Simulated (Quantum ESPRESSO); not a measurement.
# SiPb (Pm-3m): from the cell to the phonon bands, part 2 of 3

How does SiPb (Pm-3m) vibrate, and is this structure a minimum?

Quantum ESPRESSO 7.5; DFT LDA, scalar-relativistic, plane waves, PseudoDojo norm-conserving pseudopotentials.

So far. Step 2 (A first look): No gap opens on this mesh, so smearing is kept; the start stands at 1.9 GPa. Step 4 (Ground state): The cell stands at -0.002 GPa, close enough for phonons. The relaxed cell has a = 3.549 Å (conventional setting).

The structure was built from a prototype and need not be the compound's stable phase.

## Step 5: Linear response on the mesh

Linear response treats each wavevector in the unit cell, with no supercell; the 2×2×2 mesh fixes the range of the force constants to be had.

ph.in

```
phonons
&INPUTPH
  prefix       = 'x'
  outdir       = './tmp'
  fildyn       = 'x.dyn'
  tr2_ph       = 1.0d-18
  alpha_mix(1) = 0.4
  nmix_ph      = 8
  ldisp        = .true.
  nq1          = 2
  nq2          = 2
  nq3          = 2
/
```

On the command line:

```bash
> OMP_NUM_THREADS=1 mpirun -n 4 ph.x -nk 4 -in ph.in > ph.out
```

Numbers of over 12 decimals in the logs are rounded to 6 here.

What it wrote:

```text
[banners, grids, parts of the stress and lines that vanish by symmetry left out]
[banner, memory and clock lines left out]
Program PHONON v.7.5

     ./tmp/x.save/

     IMPORTANT: XC functional enforced from input :
     Exchange-correlation= PW
                           (   1   4   0   0   0   0   0)
     Any further DFT definition will be discarded
     Please, verify this is what you really want

     G-vector sticks info

     Reading collected, re-writing distributed wavefunctions in ./tmp/

     Dynamical matrices for ( 2, 2, 2)  uniform grid of q-points
     (   4 q-points):
       N         xq(1)         xq(2)         xq(3)
       1   0.000000000   0.000000000   0.000000000
       2   0.000000000   0.000000000  -0.500000000
       3   0.000000000  -0.500000000  -0.500000000
       4  -0.500000000  -0.500000000  -0.500000000

     Number and degeneracy of irreps per q-point
       N         xq(1)         xq(2)         xq(3)   N irreps
       1   0.000000000   0.000000000   0.000000000       2
        3   3
       2   0.000000000   0.000000000  -0.500000000       4
        1   2   1   2
       3   0.000000000  -0.500000000  -0.500000000       4
        1   1   2   2
       4  -0.500000000  -0.500000000  -0.500000000       2
        3   3

     Calculation of q =    0.0000000   0.0000000   0.0000000

     phonons

     bravais-lattice index     =            1
     lattice parameter (alat)  =       6.7062  a.u.
     unit-cell volume          =     301.6018 (a.u.)^3
     number of atoms/cell      =            2
     number of atomic types    =            2
     kinetic-energy cut-off    =      56.0000  Ry
     charge density cut-off    =     224.0000  Ry
     convergence threshold     =      1.0E-18
     beta                      =       0.4000
     number of iterations used =            8
     Exchange-correlation= PW
                           (   1   4   0   0   0   0   0)

     celldm(1)=    6.70622  celldm(2)=    0.00000  celldm(3)=    0.00000
     celldm(4)=    0.00000  celldm(5)=    0.00000  celldm(6)=    0.00000

     crystal axes: (cart. coord. in units of alat)
               a(1) = (  1.0000  0.0000  0.0000 )
               a(2) = (  0.0000  1.0000  0.0000 )
               a(3) = (  0.0000  0.0000  1.0000 )

     reciprocal axes: (cart. coord. in units 2 pi/alat)
               b(1) = (  1.0000  0.0000  0.0000 )
               b(2) = (  0.0000  1.0000  0.0000 )
               b(3) = (  0.0000  0.0000  1.0000 )

     Atoms inside the unit cell:

     Cartesian axes

     site n.  atom      mass           positions (alat units)
        1  Pb    207.2000   tau(    1) = (    0.00000    0.00000    0.00000  )
        2  Si     28.0850   tau(    2) = (    0.50000    0.50000    0.50000  )

     Computing dynamical matrix for
                    q = (   0.0000000   0.0000000   0.0000000 )

     49 Sym.Ops. (with q -> -q+G )

     G cutoff =  255.1786  (  17071 G-vectors)     FFT grid: ( 32, 32, 32)

     number of k points=    56  Marzari-Vanderbilt smearing, width (Ry)=  0.0200

     PseudoPot. # 1 for Pb read from file:
     ./pseudo/Pb.upf
     Pseudo is Norm-conserving + core correction, Zval = 14.0
     Using radial grid of 1638 points,  6 beta functions with:
                l(1) =   0
                l(2) =   0
                l(3) =   1
                l(4) =   1
                l(5) =   2
                l(6) =   2

     PseudoPot. # 2 for Si read from file:
     ./pseudo/Si.upf
     Pseudo is Norm-conserving + core correction, Zval =  4.0
     Using radial grid of 1510 points,  6 beta functions with:
                l(1) =   0
                l(2) =   0
                l(3) =   1
                l(4) =   1
                l(5) =   2
                l(6) =   2

     Mode symmetry, O_h (m-3m)  point group:

     Atomic displacements:
     There are    2 irreducible representations

     Representation     1      3 modes -  To be done

     Representation     2      3 modes -  To be done

     Alpha used in Ewald sum =   2.2000

     Representation #   1 modes #   1   2   3

     Self-consistent Calculation
      iter #   1   av.it.:   4.7
      thresh= 1.000E-02 alpha_mix =  0.400 |ddv_scf|^2 =  6.193E-08
      iter #   2   av.it.:  11.9
      thresh= 2.489E-05 alpha_mix =  0.400 |ddv_scf|^2 =  2.118E-09
      iter #   3   av.it.:  11.5
      thresh= 4.602E-06 alpha_mix =  0.400 |ddv_scf|^2 =  3.693E-10
      iter #   4   av.it.:  11.7
      thresh= 1.922E-06 alpha_mix =  0.400 |ddv_scf|^2 =  2.248E-11
      iter #   5   av.it.:  11.5
      thresh= 4.742E-07 alpha_mix =  0.400 |ddv_scf|^2 =  2.817E-13
      iter #   6   av.it.:  12.7
      thresh= 5.308E-08 alpha_mix =  0.400 |ddv_scf|^2 =  2.506E-15
      iter #   7   av.it.:  12.4
      thresh= 5.006E-09 alpha_mix =  0.400 |ddv_scf|^2 =  2.005E-16
      iter #   8   av.it.:  12.4
      thresh= 1.416E-09 alpha_mix =  0.400 |ddv_scf|^2 =  8.042E-19

     End of self-consistent calculation

     Convergence has been achieved

     Representation #   2 modes #   4   5   6

     Self-consistent Calculation
      iter #   1   av.it.:   8.4
      thresh= 1.000E-02 alpha_mix =  0.400 |ddv_scf|^2 =  6.014E-06
      iter #   2   av.it.:  12.1
      thresh= 2.452E-04 alpha_mix =  0.400 |ddv_scf|^2 =  2.287E-08
      iter #   3   av.it.:  11.8
      thresh= 1.512E-05 alpha_mix =  0.400 |ddv_scf|^2 =  5.218E-09
      iter #   4   av.it.:  12.5
      thresh= 7.224E-06 alpha_mix =  0.400 |ddv_scf|^2 =  1.237E-10
      iter #   5   av.it.:  12.1
      thresh= 1.112E-06 alpha_mix =  0.400 |ddv_scf|^2 =  4.607E-12
      iter #   6   av.it.:  12.1
      thresh= 2.147E-07 alpha_mix =  0.400 |ddv_scf|^2 =  3.007E-14
[...]
End of self-consistent calculation

     Convergence has been achieved

     Number of q in the star =    1
     List of q in the star:
          1   0.000000000   0.000000000   0.000000000

     Diagonalizing the dynamical matrix

     q = (    0.000000000   0.000000000   0.000000000 )

 **************************************************************************
     freq (    1) =      -0.056728 [THz] =      -1.892226 [cm-1]
     freq (    2) =      -0.056728 [THz] =      -1.892226 [cm-1]
     freq (    3) =      -0.056728 [THz] =      -1.892226 [cm-1]
     freq (    4) =       4.621560 [THz] =     154.158660 [cm-1]
     freq (    5) =       4.621560 [THz] =     154.158660 [cm-1]
     freq (    6) =       4.621560 [THz] =     154.158660 [cm-1]
 **************************************************************************

     Mode symmetry, O_h (m-3m)  point group:

     freq (   1-   3) =         -1.9  [cm-1]   --> T_1u G_15  G_4- I
     freq (   4-   6) =        154.2  [cm-1]   --> T_1u G_15  G_4- I

     Calculation of q =    0.0000000   0.0000000  -0.5000000
     [... set-up and bands at k+q left out ...]

     Mode symmetry, D_4h(4/mmm) point group:

     Atomic displacements:
     There are    4 irreducible representations

     Representation     1      1 modes -  To be done

     Representation     2      2 modes -  To be done

     Representation     3      1 modes -  To be done

     Representation     4      2 modes -  To be done

     Message from routine init_vloc:
     Interpolation table for Vloc re-allocated

     Alpha used in Ewald sum =   2.2000

     Representation #   1 mode #   1

     Self-consistent Calculation

[...]
End of self-consistent calculation

     Convergence has been achieved

     Representation #   2 modes #   2   3

     Self-consistent Calculation

[...]
End of self-consistent calculation

     Convergence has been achieved

     Representation #   3 mode #   4

     Self-consistent Calculation

[...]
End of self-consistent calculation

     Convergence has been achieved

     Representation #   4 modes #   5   6

     Self-consistent Calculation

[...]
End of self-consistent calculation

     Convergence has been achieved

     Number of q in the star =    3
     List of q in the star:
          1   0.000000000   0.000000000  -0.500000000
          2   0.000000000  -0.500000000   0.000000000
          3  -0.500000000   0.000000000   0.000000000

     Diagonalizing the dynamical matrix

     q = (    0.000000000   0.000000000  -0.500000000 )

 **************************************************************************
     freq (    1) =       1.428074 [THz] =      47.635437 [cm-1]
     freq (    2) =       1.428074 [THz] =      47.635437 [cm-1]
     freq (    3) =       2.511801 [THz] =      83.784648 [cm-1]
     freq (    4) =       3.625934 [THz] =     120.948148 [cm-1]
     freq (    5) =       3.625934 [THz] =     120.948148 [cm-1]
     freq (    6) =       3.639317 [THz] =     121.394557 [cm-1]
 **************************************************************************

     Mode symmetry, D_4h(4/mmm) point group:

     freq (   1-   2) =         47.6  [cm-1]   --> E_u  X_5' M_5'
     freq (   3-   3) =         83.8  [cm-1]   --> A_2u X_4' M_4'
     freq (   4-   5) =        120.9  [cm-1]   --> E_g  X_5  M_5
     freq (   6-   6) =        121.4  [cm-1]   --> A_1g X_1  M_1

     Calculation of q =    0.0000000  -0.5000000  -0.5000000
     [... set-up and bands at k+q left out ...]

     Mode symmetry, D_4h(4/mmm) point group:

     Atomic displacements:
     There are    4 irreducible representations

     Representation     1      1 modes -  To be done

     Representation     2      1 modes -  To be done

     Representation     3      2 modes -  To be done

     Representation     4      2 modes -  To be done

     Alpha used in Ewald sum =   2.2000

     Representation #   1 mode #   1

     Self-consistent Calculation

[...]
End of self-consistent calculation

     Convergence has been achieved

     Representation #   2 mode #   2

     Self-consistent Calculation

[...]
End of self-consistent calculation

     Convergence has been achieved

     Representation #   3 modes #   3   4

     Self-consistent Calculation

[...]
End of self-consistent calculation

     Convergence has been achieved

     Representation #   4 modes #   5   6

     Self-consistent Calculation

[...]
End of self-consistent calculation

     Convergence has been achieved

     Number of q in the star =    3
     List of q in the star:
          1   0.000000000  -0.500000000  -0.500000000
          2  -0.500000000  -0.500000000   0.000000000
          3  -0.500000000   0.000000000  -0.500000000

     Diagonalizing the dynamical matrix

     q = (    0.000000000  -0.500000000  -0.500000000 )

 **************************************************************************
     freq (    1) =      -1.545431 [THz] =     -51.550019 [cm-1]
     freq (    2) =      -1.545431 [THz] =     -51.550019 [cm-1]
     freq (    3) =       0.753137 [THz] =      25.121937 [cm-1]
     freq (    4) =       1.759323 [THz] =      58.684694 [cm-1]
     freq (    5) =       3.005442 [THz] =     100.250767 [cm-1]
     freq (    6) =       3.005442 [THz] =     100.250767 [cm-1]
 **************************************************************************

     Mode symmetry, D_4h(4/mmm) point group:

     freq (   1-   2) =        -51.6  [cm-1]   --> E_u  X_5' M_5'
     freq (   3-   3) =         25.1  [cm-1]   --> A_2u X_4' M_4'
     freq (   4-   4) =         58.7  [cm-1]   --> B_1u X_2' M_2'
     freq (   5-   6) =        100.3  [cm-1]   --> E_u  X_5' M_5'

     Calculation of q =   -0.5000000  -0.5000000  -0.5000000
     [... set-up and bands at k+q left out ...]

     Mode symmetry, O_h (m-3m)  point group:

     Atomic displacements:
     There are    2 irreducible representations

     Representation     1      3 modes -  To be done

     Representation     2      3 modes -  To be done

     Alpha used in Ewald sum =   2.2000

     Representation #   1 modes #   1   2   3

     Self-consistent Calculation

[...]
End of self-consistent calculation

     Convergence has been achieved

     Representation #   2 modes #   4   5   6

     Self-consistent Calculation

[...]
iter #   3   av.it.:  12.0
      thresh= 4.788E-05 alpha_mix =  0.400 |ddv_scf|^2 =  4.712E-09

      iter #   4   av.it.:  12.3
      thresh= 6.864E-06 alpha_mix =  0.400 |ddv_scf|^2 =  1.664E-11

      iter #   5   av.it.:  11.4
      thresh= 4.079E-07 alpha_mix =  0.400 |ddv_scf|^2 =  3.997E-12

      iter #   6   av.it.:  11.9
      thresh= 1.999E-07 alpha_mix =  0.400 |ddv_scf|^2 =  5.037E-14

      iter #   7   av.it.:  12.4
      thresh= 2.244E-08 alpha_mix =  0.400 |ddv_scf|^2 =  9.051E-16

      iter #   8   av.it.:  12.4
      thresh= 3.009E-09 alpha_mix =  0.400 |ddv_scf|^2 =  7.136E-17

      iter #   9   av.it.:  12.6
      thresh= 8.448E-10 alpha_mix =  0.400 |ddv_scf|^2 =  9.164E-19

     End of self-consistent calculation

     Convergence has been achieved

     Number of q in the star =    1
     List of q in the star:
          1  -0.500000000  -0.500000000  -0.500000000

     Diagonalizing the dynamical matrix

     q = (   -0.500000000  -0.500000000  -0.500000000 )

 **************************************************************************
     freq (    1) =       2.323597 [THz] =      77.506863 [cm-1]
     freq (    2) =       2.323597 [THz] =      77.506863 [cm-1]
     freq (    3) =       2.323597 [THz] =      77.506863 [cm-1]
     freq (    4) =       2.704594 [THz] =      90.215531 [cm-1]
     freq (    5) =       2.704594 [THz] =      90.215531 [cm-1]
     freq (    6) =       2.704594 [THz] =      90.215531 [cm-1]
 **************************************************************************

     Mode symmetry, O_h (m-3m)  point group:

     freq (   1-   3) =         77.5  [cm-1]   --> T_1u G_15  G_4-
     freq (   4-   6) =         90.2  [cm-1]   --> T_2g G_25' G_5+


[key lines of the parts left out:]
the Fermi energy is    10.8787 ev
```

It took 5 min on 4 MPI ranks of Intel Xeon Platinum 8488C (Sapphire Rapids), shared host; 20 min of CPU time.

This step gave:

```
largest acoustic frequency at the zone centre before the sum rule  : -1.89 cm⁻¹
highest optical zone-centre mode (no LO-TO term)                   : 154.2 cm⁻¹
lowest optical zone-centre mode                                    : 154.2 cm⁻¹
lowest mode on the q mesh (acoustic ones at the zone centre apart) : -51.55 cm⁻¹
```

Frequencies (cm⁻¹) at each irreducible wavevector; negative means imaginary. Frequencies by wavevector:

| q (fractions) | star | mode 1 | mode 2 | mode 3 | mode 4 | mode 5 | mode 6 |
| --- | --- | --- | --- | --- | --- | --- | --- |
| 0 0 0 | 1 | -1.89 | -1.89 | -1.89 | 154.2 | 154.2 | 154.2 |
| 0 0 -0.5 | 3 | 47.64 | 47.64 | 83.78 | 121 | 121 | 121.4 |
| 0 -0.5 -0.5 | 3 | -51.55 | -51.55 | 25.12 | 58.68 | 100.2 | 100.2 |
| -0.5 -0.5 -0.5 | 1 | 77.51 | 77.51 | 77.51 | 90.22 | 90.22 | 90.22 |

The acoustic modes at Γ come out as far as 1.9 cm⁻¹ from zero, where they should vanish, a small numerical error.

## Step 6: Force constants in real space

The dynamical matrices of the mesh are Fourier-transformed to force constants in real space.

q2r.in

```
&INPUT
  fildyn = 'x.dyn'
  zasr   = 'crystal'
  flfrc  = 'x.fc'
/
```

On the command line:

```bash
> q2r.x < q2r.in > q2r.out
```

What it wrote:

```text
[banners, grids, parts of the stress and lines that vanish by symmetry left out]
[banner, memory and clock lines left out]
Program Q2R v.7.5

  reading grid info from file x.dyn0

  reading force constants from file x.dyn1
  Dielectric Tensor not found
  nqs=            1
 q=   0.00000000  0.00000000  0.00000000
  reading force constants from file x.dyn2
  nqs=            3
 q=   0.00000000  0.00000000 -0.50000000
[...]
reading force constants from file x.dyn3
  nqs=            3
[...]
q=  -0.50000000  0.00000000 -0.50000000
  reading force constants from file x.dyn4
  nqs=            1
 q=  -0.50000000 -0.50000000 -0.50000000

      q-space grid ok, #points =    8

      fft-check success (sum of imaginary terms < 10^-12)
```

The job ended after 0.76 s (1 thread).

## Step 7: Interpolated phonon bands

From the force constants any wavevector is cheap; points of the mesh come back as solved, but for the sum rule and, in polar crystals, the LO-TO term at Γ; the rest is interpolation.

matdyn.in

```
&INPUT
  asr              = 'crystal'
  flfrc            = 'x.fc'
  flfrq            = 'x.freq'
  flvec            = 'x.modes'
  q_in_band_form   = .true.
  q_in_cryst_coord = .true.
/
8
  0.0000000   0.0000000   0.0000000  12  ! GAMMA
  0.0000000   0.5000000   0.0000000  12  ! X
  0.5000000   0.5000000   0.0000000  12  ! M
  0.0000000   0.0000000   0.0000000  12  ! GAMMA
  0.5000000   0.5000000   0.5000000  12  ! R
  0.0000000   0.5000000   0.0000000   1  ! X
  0.5000000   0.5000000   0.5000000  12  ! R
  0.5000000   0.5000000   0.0000000   1  ! M
```

On the command line:

```bash
> matdyn.x -in matdyn.in > matdyn.out
```

What it wrote:

```text
[banner, memory and clock lines left out]
Program MATDYN v.7.5

 mass for atomic type   1 not given; uses mass from file x.fc
 mass for atomic type   2 not given; uses mass from file x.fc
 Norm of the difference between old and new effective charges:    0.000000

 Norm of the difference between old and new force-constants:   2.73878e-05

     Message from routine matdyn:
     Z* not found in file x.fc, TO-LO splitting at q=0 will be absent!
     Message from routine matdyn:
     Z* not found in file x.fc, TO-LO splitting at q=0 will be absent!

Note: The following floating-point exceptions are signalling: IEEE_UNDERFLOW_FLAG
```

Elapsed: 0.7 s, on 1 thread.

Numbers from this step:

```yaml
lowest_frequency_on_the_path: -51.55 cm⁻¹
```

Matdyn.x, sum rule crystal. Phonon branches along the path, in cm⁻¹:

| point | branch 1 | branch 2 | branch 3 | branch 4 | branch 5 | branch 6 |
| --- | --- | --- | --- | --- | --- | --- |
| Γ | 0 | 0 | 0 | 154 | 154 | 154 |
| halfway | 28 | 28 | 54 | 140 | 140 | 141 |
| X | 48 | 48 | 84 | 121 | 121 | 121 |
| halfway | 34 | 38 | 52 | 95 | 105 | 108 |
| M | -52 | -52 | 25 | 59 | 100 | 100 |
| halfway | 23 | 29 | 65 | 115 | 121 | 130 |
| Γ | 0 | 0 | 0 | 154 | 154 | 154 |
| halfway | 35 | 35 | 59 | 103 | 113 | 113 |
| R | 78 | 78 | 78 | 90 | 90 | 90 |
| halfway | 22 | 45 | 59 | 84 | 99 | 104 |
| X | 48 | 48 | 84 | 121 | 121 | 121 |
| jump to R | 78 | 78 | 78 | 90 | 90 | 90 |
| halfway | 32 | 32 | 58 | 76 | 99 | 99 |
| M | -52 | -52 | 25 | 59 | 100 | 100 |

The phonon branches as a text plot (rows in cm⁻¹):

```
    150 |***                   ******
    141 |   *                ***     *
    133 |    **              **       *
    124 |     ***           **        **                **
    116 |        **        *           **              **
    107 |          ***   ** *            *          ***
     98 |          * *******            ******  *******    ******
     90 |           *                      ******    *    **
     81 |      ****  *    *                    * ****  ***  *
     73 |     *          *                    * **        ** *
     64 |    *     *  ***   *          *    **  * **  *    ** **
     56 |   *              * *        * *  ***   *  ***      *  *
     47 |      ****           *      *   ***      ***  ***  * *
     38 |  *  *    **     *    *        **        *
     30 |   **       *********  *   * **           * **      * **
     21 | **        *        ***     *              *
     13 |**          *      *   ** **
      4 |*                       ***
     -4 |
    -13 |
    -22 |            *     *
    -30 |                **                                   *
    -39 |                *
    -47 |             ***                                      **
         Γ      X      M          Γ            R        X|R     M
```

Lowest modes at the softest wavevector of the mesh; phase exp(i q.(R + tau)). The modes at q = (0.000, 0.500, 0.500) (shares of kinetic energy by element, %) (negative means imaginary):

| mode | frequency (cm⁻¹) | Pb % | Si % |
| --- | --- | --- | --- |
| 1 | -51.5 | 38 | 62 |
| 2 | -51.5 | 38 | 62 |
| 3 | 25.1 | 100 | 0 |
| 4 | 58.7 | 0 | 100 |
| 5 | 100.3 | 62 | 38 |
| 6 | 100.3 | 62 | 38 |

Displacements in mode 2 (-51.5 cm⁻¹), the largest set to 1, in the home cell:
```
Pb1  0.00 -0.29  0.00
Si2  0.00  0.00 -1.00
```

Displacements in mode 5 (100.3 cm⁻¹), the largest set to 1, in the home cell:
```
Pb1  0.00  0.47  0.00
Si2  0.00  0.00 -1.00
```

Force constants by pair (phonopy on the run's constants); pairs near half the supercell's span include their periodic images. Pair force constants, by row:

| atom | neighbour | distance (Å) | third of the trace (eV/Å²) | along the pair's line (eV/Å²) |
| --- | --- | --- | --- | --- |
| Pb1 | itself | 0 | 2.991 | – |
| Pb1 | Si | 3.073 | -0.2701 | -0.7034 |
| Pb1 | Pb | 3.549 | -0.2843 | -1.466 |
| Pb1 | Pb | 5.019 | 0.1262 | 0.1136 |
| Pb1 | Pb | 6.147 | -0.3554 | -0.3554 |
| Si2 | itself | 0 | 1.045 | – |
| Si2 | Pb | 3.073 | -0.2701 | -0.7034 |
| Si2 | Si | 3.549 | 0.3205 | 0.3399 |
| Si2 | Si | 5.019 | 0.1521 | 0.1405 |
| Si2 | Si | 6.147 | -0.3014 | -0.3014 |

Mode patterns, pair constants, displacements and means over the zone were worked out by phonopy from the force constants of q2r.x.

The path dips to 52i cm⁻¹.

(Part 2 of 3 ends here.)

[Host names and launcher messages were left out of these logs when they were recorded.]

[Logs are printed without paths, hosts, clocks, repeated set-up lines and the standing remarks that a program may print on its own settings, such as how far it seeks lower states.]

[Hosts, paths, dates, database ids (printed as entryN), source tags and the programs' standing remarks are cut or masked in the printed files.]
